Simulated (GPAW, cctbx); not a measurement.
# By hand: from a DFT structure factor to an extinction distance in P2Pb3

P2Pb3, Pn-3m (no. 224, origin choice 1), a = 6.8612 Å, b = 6.8612 Å, c = 6.8612 Å, α = 90.00°, β = 90.00°, γ = 90.00°.

| atom | mult. | x | y | z |
| --- | --- | --- | --- | --- |
| Pb1 | 6 | 1/2 | 1/2 | 0 |
| P1 | 4 | 3/4 | 1/4 | 3/4 |

The cell comes from substitution in a known structure type and wasn't matched to any measured phase.

A DFT run (GPAW, PBE, 450 eV, 4×4×4 k-points, Fermi–Dirac width 0.1 eV) gives the static X-ray structure factor of 111 as 50.336 e for the conventional cell; superposed free atoms give 49.405 e. **Problem.** Find the Fourier component V of the crystal potential and the two-beam extinction distance at 200 kV in both cases.

## Step 1: Geometry

The cell volume is Ω = 323.00 Å³ and d(111) = 3.9613 Å, so g = 1/d = 0.2524 Å⁻¹.

## Step 2: The nuclei

Electrons feel nuclei as well as electrons, so the nuclear charges are summed with the same phases.

Phase sums Σ exp(2πi h·x), turned so that the total is real and positive: Pb 0.000, P +4.000. Then F_Z = 82 × (0.000) + 15 × (+4.000) = 60.00 e. The electron term has the same sign for this reflection.

## Step 3: Mott–Bethe

Poisson's equation, term by term, gives V = (e/4πε₀)(F_Z − F)/(πΩg²), with e/4πε₀ = 14.3996 V Å.

The prefactor is 14.3996 × 3.9613²/(π × 323.00) = 0.22268 V per electron. Free atoms: (60.00 − 49.405) × 0.22268 = 2.359 V. Crystal: (60.00 − 50.336) × 0.22268 = 2.152 V. F changes by +1.88 % and V by -8.8 %: the same 0.93 e is measured against F_Z − F = 10.6 e in place of F = 49.4 e.

## Step 4: Extinction distance

In the two-beam case ξ = 1/(λU) with U = 2γm₀eV/h², that is ξ = 150.41 V Å²/(γλV).

At 200 kV, λ = 0.02508 Å and γ = 1.3914. Free atoms: ξ = 1827 Å. Crystal: ξ = 2003 Å. The thickness fringes go as sin²(πt/ξ), so the two patterns slip by a quarter of a period when t|1/ξ₁ − 1/ξ₀| = 1/4, at t ≈ 520 nm. Thermal motion, absorption and many-beam coupling, left out here, change a real pattern.

## Step 5: Answer

V(111) is 2.15 V against 2.36 V, and ξ is 2003 against 1827 Å. Limits: static atoms, two beams.
